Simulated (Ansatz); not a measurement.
# Li wire along [100], 5 atoms a period: bands by functional and under strain

What gap, if any, does the Li wire along [100], 5 atoms a period have, and how does it change with the functional and under strain?

Program: Ansatz 0.2.0. Level of theory: DFT PBE, plane waves, PAW; relaxation of a wire's period, in the first sound run; inputs show where later runs differ. Results are calculated unless marked as measured.

### 1. Starting point

The cell holds 5 atoms: 5 Li. Cell: a = 10.240 Å, b = 10.240 Å, c = 3.440 Å, α = 90.0°, β = 90.0°, γ = 90.0°. Vacuum lies along a and b. The structure's axis is c.

Coordinates:

```cif
data_structure
_symmetry_space_group_name_H-M 'P 1'
_symmetry_Int_Tables_number 1
_cell_length_a 10.2400
_cell_length_b 10.2400
_cell_length_c 3.4400
_cell_angle_alpha 90.000
_cell_angle_beta 90.000
_cell_angle_gamma 90.000
_cell_volume 360.71
loop_
_atom_site_label
_atom_site_type_symbol
_atom_site_fract_x
_atom_site_fract_y
_atom_site_fract_z
_atom_site_occupancy
Li1 Li 0.50000 0.50000 0.00000 1
Li2 Li 0.33203 0.33203 0.50000 1
Li3 Li 0.33203 0.66797 0.50000 1
Li4 Li 0.66797 0.33203 0.50000 1
Li5 Li 0.66797 0.66797 0.50000 1
```

### 2. Relaxing the period

Band widths follow the bond lengths, so the wire is relaxed first. The atoms and the third cell vector are free; the box across stays fixed as vacuum. A Fermi-Dirac smearing is set since the result may be a metal. The pressure printed is a third of the stress's trace over the whole box, vacuum included; only the stress along the axis is relaxed.

Contents of input.yaml:

```yaml
crystal:
  lattice:
    - [10.24, 0.0, 0.0]
    - [0.0, 10.24, 0.0]
    - [0.0, 0.0, 3.44]
  atoms:
    - { symbol: Li, position: [0.5, 0.5, 0.0] }
    - { symbol: Li, position: [0.33203125, 0.33203125, 0.5] }
    - { symbol: Li, position: [0.33203125, 0.66796875, 0.5] }
    - { symbol: Li, position: [0.66796875, 0.33203125, 0.5] }
    - { symbol: Li, position: [0.66796875, 0.66796875, 0.5] }
kpoints:
  mp_grid: { grid: [1, 1, 24] }
scf:
  occupations: { method: fermi_dirac, width: 0.05 }
hamiltonian:
  xc: pbe
relax:
  cell: { fix: [a, b, alpha, beta, gamma] }
  max_steps: 60
```

On the command line:

```bash
$ ansatz run input.yaml --threads 8 --pin off --max-ram 16384MiB --backend cpu --events-out ev --progress --plain --runs-dir out
```

Numbers of over 12 decimals in the logs are rounded to 6 here.

The log of the run:

```text
Engine: ansatz 0.2.0, x86_64-unknown-linux-gnu
Pseudopotentials: kind: paw
Pseudopotential: Li, paw, valence charge 3, recommended cutoff 420 eV (normal), Li.paw.azcp
Functional definition: PBE
  parameter kappa = 0.804
  parameter beta = 0.066725
  exchange = pbe_x(kappa = kappa, mu = beta*pi^2/3)
  correlation = pbe_c(beta = beta)
Crystal: 5 atoms, lattice volume = 360.710 Å³
Basis set: ecut = 420 eV, 7055 PW (Γ), exchange–correlation on 144×144×48 points (8 copies of the dense FFT grid, shifted against one another)
Bands: 13, of which v1, the nominal top of the filled ones, is band 8 counted from 1 (7 counted from 0)
Symmetry: 16 space group operations
Space group: P4/mmm (ITA 123), of the structure as read, at distance tolerance 7.1e-5 Å
k-points: 13 of 24
Non-local potential: Li, projectors of the file, l = 0: 3, l = 1: 2, l = 2: 1
PAW form: soft (Blöchl's): semilocal exchange-correlation on the pseudo side does not see the compensation charge
PAW one-centre angular grid: Li, 110 points (default); XC on 64 Gauss nodes
Initial density: superposition of atomic densities (neutral atoms: chi_scale 0, normalization atom), corrected by the library's trained network
Initial wavefunctions: pseudopotential atomic-orbital guess
Functional: x = pbe(κ = 0.804, μ = 0.219515), c = pbe(β = 0.066725)
SCF iter   1: F=—  HF=-1020.898550 eV  |F-HF|=—  |Δ(HF+E_count)|=         —  Δρ=9.76e-4  dr2=1.54e-2  ethr=1.77e-3  ⟨swp⟩=6.6  Hψ=1094  notcnv=0
preconditioner: auto → LDOS  [metal: Δε(μ)=0.019 eV  Ē_g=2.342 eV  σ=0.050 eV  W_gap=0.09  n_scr=20 (ndim 8)  ℏωp=4.4 eV  f_vac=0.319  D(μ)=3.78/eV (n_scr^D=20)  β→1.0]
SCF iter   2: F=—  HF=-1020.905903 eV  |F-HF|=—  |Δ(HF+E_count)|=   7.35e-3  Δρ=3.89e-4  dr2=3.57e-3  ethr=1.03e-4  ⟨swp⟩=2.0  Hψ=331  notcnv=0
SCF iter   3: F=—  HF=-1020.908726 eV  |F-HF|=—  |Δ(HF+E_count)|=   2.82e-3  Δρ=1.07e-4  dr2=3.57e-4  ethr=2.38e-5  ⟨swp⟩=2.1  Hψ=265  notcnv=0
SCF iter   4: F=—  HF=-1020.909017 eV  |F-HF|=—  |Δ(HF+E_count)|=   2.90e-4  Δρ=4.53e-5  dr2=5.57e-5  ethr=2.38e-6  ⟨swp⟩=2.0  Hψ=245  notcnv=0
SCF iter   5: F=—  HF=-1020.909053 eV  |F-HF|=—  |Δ(HF+E_count)|=   3.69e-5  Δρ=1.30e-5  dr2=6.94e-6  ethr=3.71e-7  ⟨swp⟩=2.2  Hψ=212  notcnv=0
SCF iter   6: F=—  HF=-1020.909059 eV  |F-HF|=—  |Δ(HF+E_count)|=   5.38e-6  Δρ=6.10e-6  dr2=6.87e-7  ethr=4.63e-8  ⟨swp⟩=2.0  Hψ=205  notcnv=0
SCF iter   7: F=-1020.909061 eV  HF=-1020.909061 eV  |F-HF|=8.82e-8  |Δ(HF+E_count)|=   1.72e-6  Δρ=1.99e-6  dr2=7.45e-8  ethr=6.67e-10  ⟨swp⟩=4.4  Hψ=474  notcnv=0
SCF 1 converged in 7 iterations: F = -1020.909061 eV  dr2 = 7.45e-8
  greatest PAW one-centre occupation: 1.000 electrons in one spin orbital (limit 2), on the Li atom at site 4 (counted from 0), in its partial waves of l = 0
relax step   1: F+E_penalty+E_count = -1020.90906069 eV  Δ(F+E_penalty+E_count) = +0.000e0 eV  max|allowed force component| = 1.663e-1 eV/Å  Δτ_max = 0.0000 Å  P = -0.471 GPa  Ω = 360.710 Å³  fix = [a, b, alpha, beta, gamma]  reactions: a -0.359, b -0.359 GPa  (7 SCF iters, dr2 threshold 1.00e-7 eV, accepted)
Crystal: 5 atoms, lattice volume = 355.538 Å³
Basis set: ecut = 420 eV, 6943 PW (Γ), exchange–correlation on 144×144×48 points (8 copies of the dense FFT grid, shifted against one another)
Initial density: handed on by an earlier stage of this run
Initial wavefunctions: those handed on with the density
iter 1 solved again at ethr=1.27e-3 eV; its pass at ethr=3.10e-3 eV (dr2=1.90e-1 eV) is discarded
SCF iter   1: F=—  HF=-1021.058089 eV  |F-HF|=—  |Δ(HF+E_count)|=         —  Δρ=2.49e-3  dr2=2.03e-1  ethr=1.27e-3  ⟨swp⟩=1.0  Hψ=1326  notcnv=0
preconditioner: auto → LDOS  [metal: Δε(μ)=0.075 eV  Ē_g=2.555 eV  σ=0.050 eV  W_gap=0.32  n_scr=20 (ndim 8)  ℏωp=4.4 eV  f_vac=0.396  D(μ)=2.80/eV (n_scr^D=8)  β→1.0]
SCF iter   2: F=—  HF=-1021.016649 eV  |F-HF|=—  |Δ(HF+E_count)|=   4.14e-2  Δρ=8.78e-4  dr2=3.42e-3  ethr=1.27e-3  ⟨swp⟩=2.1  Hψ=256  notcnv=0
SCF iter   3: F=—  HF=-1021.021680 eV  |F-HF|=—  |Δ(HF+E_count)|=   5.03e-3  Δρ=2.41e-4  dr2=9.41e-4  ethr=2.28e-5  ⟨swp⟩=2.0  Hψ=273  notcnv=0
SCF iter   4: F=—  HF=-1021.021855 eV  |F-HF|=—  |Δ(HF+E_count)|=   1.75e-4  Δρ=7.17e-5  dr2=4.33e-5  ethr=6.27e-6  ⟨swp⟩=2.0  Hψ=243  notcnv=0
SCF iter   5: F=—  HF=-1021.021878 eV  |F-HF|=—  |Δ(HF+E_count)|=   2.28e-5  Δρ=1.08e-5  dr2=9.29e-7  ethr=2.89e-7  ⟨swp⟩=1.9  Hψ=206  notcnv=0
SCF iter   6: F=-1021.021879 eV  HF=-1021.021879 eV  |F-HF|=1.12e-7  |Δ(HF+E_count)|=   1.43e-6  Δρ=1.97e-6  dr2=3.99e-8  ethr=3.33e-9  ⟨swp⟩=4.1  Hψ=469  notcnv=0
SCF 2 converged in 6 iterations: F = -1021.021879 eV  dr2 = 3.99e-8
  greatest PAW one-centre occupation: 1.000 electrons in one spin orbital (limit 2), on the Li atom at site 3 (counted from 0), in its partial waves of l = 0
relax step   2: F+E_penalty+E_count = -1021.02187910 eV  Δ(F+E_penalty+E_count) = -1.128e-1 eV  max|allowed force component| = 6.971e-2 eV/Å  Δτ_max = 0.1372 Å  P = -0.172 GPa  Ω = 355.538 Å³  energy of the carried Pulay correction = +1.095e-5 eV  fix = [a, b, alpha, beta, gamma]  reactions: a -0.032, b -0.032 GPa  (6 SCF iters, dr2 threshold 5.00e-7 eV, accepted)
Crystal: 5 atoms, lattice volume = 347.127 Å³
Basis set: ecut = 420 eV, 6823 PW (Γ), exchange–correlation on 144×144×48 points (8 copies of the dense FFT grid, shifted against one another)
iter 1 solved again at ethr=1.14e-3 eV; its pass at ethr=3.10e-3 eV (dr2=1.71e-1 eV) is discarded
SCF iter   1: F=—  HF=-1021.079494 eV  |F-HF|=—  |Δ(HF+E_count)|=         —  Δρ=2.37e-3  dr2=1.72e-1  ethr=1.14e-3  ⟨swp⟩=1.0  Hψ=1291  notcnv=0
preconditioner: auto → LDOS  [insulator: Δε(μ)=0.131 eV  Ē_g=2.665 eV  σ=0.050 eV  W_gap=0.53  n_scr=20 (ndim 8)  ℏωp=4.5 eV  f_vac=0.421  D(μ)=2.47/eV (n_scr^D=8)  ε∞_Penn≈3.8  β→1.0]
SCF iter   2: F=—  HF=-1021.042489 eV  |F-HF|=—  |Δ(HF+E_count)|=   3.70e-2  Δρ=9.28e-4  dr2=5.63e-3  ethr=1.14e-3  ⟨swp⟩=2.1  Hψ=256  notcnv=0
SCF iter   3: F=—  HF=-1021.047129 eV  |F-HF|=—  |Δ(HF+E_count)|=   4.64e-3  Δρ=2.44e-4  dr2=8.32e-4  ethr=3.76e-5  ⟨swp⟩=2.1  Hψ=272  notcnv=0
SCF iter   4: F=—  HF=-1021.047280 eV  |F-HF|=—  |Δ(HF+E_count)|=   1.51e-4  Δρ=6.44e-5  dr2=2.88e-5  ethr=5.54e-6  ⟨swp⟩=2.0  Hψ=236  notcnv=0
SCF iter   5: F=—  HF=-1021.047264 eV  |F-HF|=—  |Δ(HF+E_count)|=   1.60e-5  Δρ=1.65e-5  dr2=4.93e-6  ethr=1.92e-7  ⟨swp⟩=2.0  Hψ=208  notcnv=0
SCF iter   6: F=-1021.047265 eV  HF=-1021.047265 eV  |F-HF|=2.34e-8  |Δ(HF+E_count)|=   7.28e-7  Δρ=4.95e-6  dr2=3.00e-7  ethr=3.33e-9  ⟨swp⟩=3.0  Hψ=595  notcnv=0
SCF 3 converged in 6 iterations: F = -1021.047265 eV  dr2 = 3.00e-7
relax step   3: F+E_penalty+E_count = -1021.04726504 eV  Δ(F+E_penalty+E_count) = -2.539e-2 eV  max|allowed force component| = 3.880e-2 eV/Å  Δτ_max = 0.1023 Å  P = +0.157 GPa  Ω = 347.127 Å³  energy of the carried Pulay correction = +2.910e-5 eV  fix = [a, b, alpha, beta, gamma]  reactions: a +0.286, b +0.286 GPa  (6 SCF iters, dr2 threshold 5.00e-7 eV, accepted)
[...]
relax step   4: F+E_penalty+E_count = -1021.05282484 eV  Δ(F+E_penalty+E_count) = -5.560e-3 eV  max|allowed force component| = 7.888e-3 eV/Å  Δτ_max = 0.0336 Å  P = +0.085 GPa  Ω = 345.538 Å³  energy of the carried Pulay correction = +3.258e-5 eV  fix = [a, b, alpha, beta, gamma]  reactions: a +0.190, b +0.190 GPa  (6 SCF iters, dr2 threshold 9.41e-8 eV, accepted)
[...]
relax step   5: F+E_penalty+E_count = -1021.05521927 eV  Δ(F+E_penalty+E_count) = -2.394e-3 eV  max|allowed force component| = 4.749e-3 eV/Å  Δτ_max = 0.0192 Å  P = +0.081 GPa  Ω = 341.415 Å³  energy of the carried Pulay correction = +4.167e-5 eV  fix = [a, b, alpha, beta, gamma]  reactions: a +0.142, b +0.142 GPa  (5 SCF iters, dr2 threshold 3.92e-8 eV, accepted)
[...]
relax step   6: F+E_penalty+E_count = -1021.05542095 eV  Δ(F+E_penalty+E_count) = -2.017e-4 eV  max|allowed force component| = 1.858e-3 eV/Å  Δτ_max = 0.0011 Å  P = +0.098 GPa  Ω = 340.182 Å³  energy of the carried Pulay correction = +4.441e-5 eV  fix = [a, b, alpha, beta, gamma]  reactions: a +0.149, b +0.149 GPa  (7 SCF iters, accepted)
Initial wavefunctions: pseudopotential atomic-orbital guess (no wavefunctions were taken with the density)
iter 1 solved again at ethr=3.77e-6 eV; its pass at ethr=3.10e-3 eV (dr2=5.65e-4 eV) is discarded
SCF iter   1: F=—  HF=-1021.055359 eV  |F-HF|=—  |Δ(HF+E_count)|=         —  Δρ=4.18e-6  dr2=1.22e-8  ethr=3.77e-6  ⟨swp⟩=2.3  Hψ=1400  notcnv=0
eigensolver tolerance schedule: the retry pair's looser diagonalisation over-reported the residual by 46351.06 of it (diagonalisation noise at an unbounded share of the residual, at the tolerance the schedule requests for it); recorded, not acted on — ethr = c·dr2/N_el stays at c = 1.0e-1
preconditioner: auto → LDOS  [metal: Δε(μ)=0.021 eV  Ē_g=2.559 eV  σ=0.050 eV  W_gap=0.10  n_scr=20 (ndim 8)  ℏωp=4.5 eV  f_vac=0.402  D(μ)=3.48/eV (n_scr^D=12)  β→1.0]
SCF iter   2: F=—  HF=-1021.055367 eV  |F-HF|=—  |Δ(HF+E_count)|=   8.49e-6  Δρ=9.92e-7  dr2=3.43e-9  ethr=8.13e-11  ⟨swp⟩=3.8  Hψ=347  notcnv=0
SCF iter   3: F=—  HF=-1021.055367 eV  |F-HF|=—  |Δ(HF+E_count)|=   1.01e-8  Δρ=3.10e-7  dr2=6.00e-10  ethr=2.28e-11  ⟨swp⟩=3.0  Hψ=278  notcnv=0
SCF iter   4: F=-1021.055367 eV  HF=-1021.055367 eV  |F-HF|=1.41e-11  |Δ(HF+E_count)|=   1.68e-9  Δρ=5.16e-8  dr2=4.69e-11  ethr=1.00e-12  ⟨swp⟩=3.1  Hψ=556  notcnv=0
SCF 7 converged in 4 iterations: F = -1021.055367 eV  dr2 = 4.69e-11
relax step   7: F+E_penalty+E_count = -1021.05536721 eV  Δ(F+E_penalty+E_count) = +5.374e-5 eV  max|allowed force component| = 1.859e-3 eV/Å  Δτ_max = 0.0000 Å  P = +0.098 GPa  Ω = 340.182 Å³  fix = [a, b, alpha, beta, gamma]  reactions: a +0.149, b +0.149 GPa  stress off target by 3.98e-3 GPa on what of the cell is left free  SCF on the basis re-selected at this cell (its energy is not comparable with the rows above)  (4 SCF iters)
basis re-selected at this cell: Δ(F+E_penalty+E_count) = +5.374e-5 eV, ΔP = +0.000 GPa vs the last step (what re-selecting the basis moved, of the pressure what is left beyond the Pulay correction that the steps carried, after the strain that the cell walked since its last selection, with what the two solves' SCF thresholds leave and, on support functions, any second-order correction that the steps lacked; it is no m [...]
SCF converged after 4 iterations
Free energy (F): -1021.055367 eV
Harris-Foulkes:  -1021.055367 eV  (|F-HF|=1.41e-11)
Internal energy: -1021.027570 eV  (E = F + TS)
E sigma→0 (E₀):  -1021.041468 eV
Entropy (-TS):   -0.027798 eV (-5.560 meV/atom)
Fermi energy:    -1.258452 eV
--- Per-component energies (eV) ---
  E_band       = -497.524046
  E_kinetic    = 103.970880
  E_local      = -1305.897522  (includes V_loc(G=0)·N_el)
  E_nonlocal   = -166.270414
  E_hartree    = 497.652833
  E_xc         = -47.971282
  E_vxc        = -61.668910  (∫ρ·V_xc dr)
  E_paw        = -104.955229  (= ΣΔE_a)
  E_vpaw       = -62.964001  (= ΣTr[D̂ρ^β])
  E_aug_tail   = 0.000052  (compensation charges beyond the density's cutoff)
  E_ewald      = 2.443113
  E_smearing   = -0.027798  (= −TS)
  E_closure    = -0.000000  (closes the sum)
  Σ components = -1021.055367   (vs F -1021.055367, Δ=0.00e0)
--- Forces (eV/Å), atoms counted from 1 ---
  atom   1  Li    -0.00000000     0.00000000     0.00000000
  atom   2  Li     0.00185945     0.00185945     0.00000000
  atom   3  Li     0.00185945    -0.00185945     0.00000000
  atom   4  Li    -0.00185945     0.00185945     0.00000000
  atom   5  Li    -0.00185945    -0.00185945     0.00000000
  max |Σ_I F_I| component: 6.51e-19 eV/Å
--- Stress (GPa, compression-positive) ---
        0.148883       0.000000       0.000000
        0.000000       0.148883       0.000000
        0.000000       0.000000      -0.003984
  P = ⅓ Tr σ = 0.0979 GPa (0.979 kbar)
--- Relaxed structure (6 steps of the walk, 6 accepted, 1 SCFs on fresh bases) ---
  F+E_penalty+E_count = -1021.05536721 eV   max|allowed force component| = 1.859e-3 eV/Å   (the final SCF, on the basis selected at the relaxed cell)
  cell:  # Å, volume = 340.1817 Å³
    - [10.24, 0.0, 0.0]
    - [0.0, 10.24, 0.0]
    - [0.0, 0.0, 3.244225]
  atoms:
    - { symbol: Li, position: [0.5, 0.5, 0.0] }
    - { symbol: Li, position: [0.345001, 0.345001, 0.5] }
    - { symbol: Li, position: [0.345001, 0.654999, 0.5] }
    - { symbol: Li, position: [0.654999, 0.345001, 0.5] }
    - { symbol: Li, position: [0.654999, 0.654999, 0.5] }
```

The job ended after 2.5 s (8 threads of Intel Xeon 6975P-C (Granite Rapids), shared host; peak memory 0.74 GiB).

Step by step:

```csv
step,energy less that of the first step (eV),largest force component (eV/Å),pressure (GPa),volume (Å³)
1,0.0000,0.1663,-0.47,360.71
2,-0.1128,0.0697,-0.17,355.54
3,-0.1382,0.0388,0.16,347.13
4,-0.1438,0.0079,0.08,345.54
5,-0.1462,0.0047,0.08,341.41
6,-0.1464,0.0019,0.10,340.18
7*,-0.1463,0.0019,0.10,340.18
```

Relaxation steps marked * repeat the geometry before them on a plane-wave basis chosen anew for their cell, so energy and pressure can jump there.

The run keeps the 16 symmetry operations that it works with, so distortions that break them were not tested.

```csv
cell as run,before,after,change
c (Å),3.440,3.244,-5.7 %
```

The atoms that moved most (Å, along periodic axes as changes of fractional coordinates times the final cell, across vacuum about the mean position):

```csv
atom,dx,dy,dz,length
Li2,0.133,0.133,0.000,0.188
Li3,0.133,-0.133,0.000,0.188
Li4,-0.133,0.133,0.000,0.188
Li5,-0.133,-0.133,0.000,0.188
```

Final coordinates:

```cif
data_structure
_symmetry_space_group_name_H-M 'P 1'
_symmetry_Int_Tables_number 1
_cell_length_a 10.2400
_cell_length_b 10.2400
_cell_length_c 3.2442
_cell_angle_alpha 90.000
_cell_angle_beta 90.000
_cell_angle_gamma 90.000
_cell_volume 340.18
loop_
_atom_site_label
_atom_site_type_symbol
_atom_site_fract_x
_atom_site_fract_y
_atom_site_fract_z
_atom_site_occupancy
Li1 Li 0.50000 0.50000 0.00000 1
Li2 Li 0.34500 0.34500 0.50000 1
Li3 Li 0.34500 0.65500 0.50000 1
Li4 Li 0.65500 0.34500 0.50000 1
Li5 Li 0.65500 0.65500 0.50000 1
```

This step gave:

```yaml
energy_at_zero_smearing: -1021.0415 eV
cell_length_along_the_wire: 3.244 Å
```

The cell's length comes to 3.244 Å with spin left out.

(Continued in part 2 of 3.)

[Logs are printed without paths, hosts, clocks, repeated set-up lines and the standing remarks that a program may print on its own settings, such as how far it seeks lower states.]

[Hosts, paths, dates, database ids (printed as entryN), source tags and the programs' standing remarks are cut or masked in the printed files.]
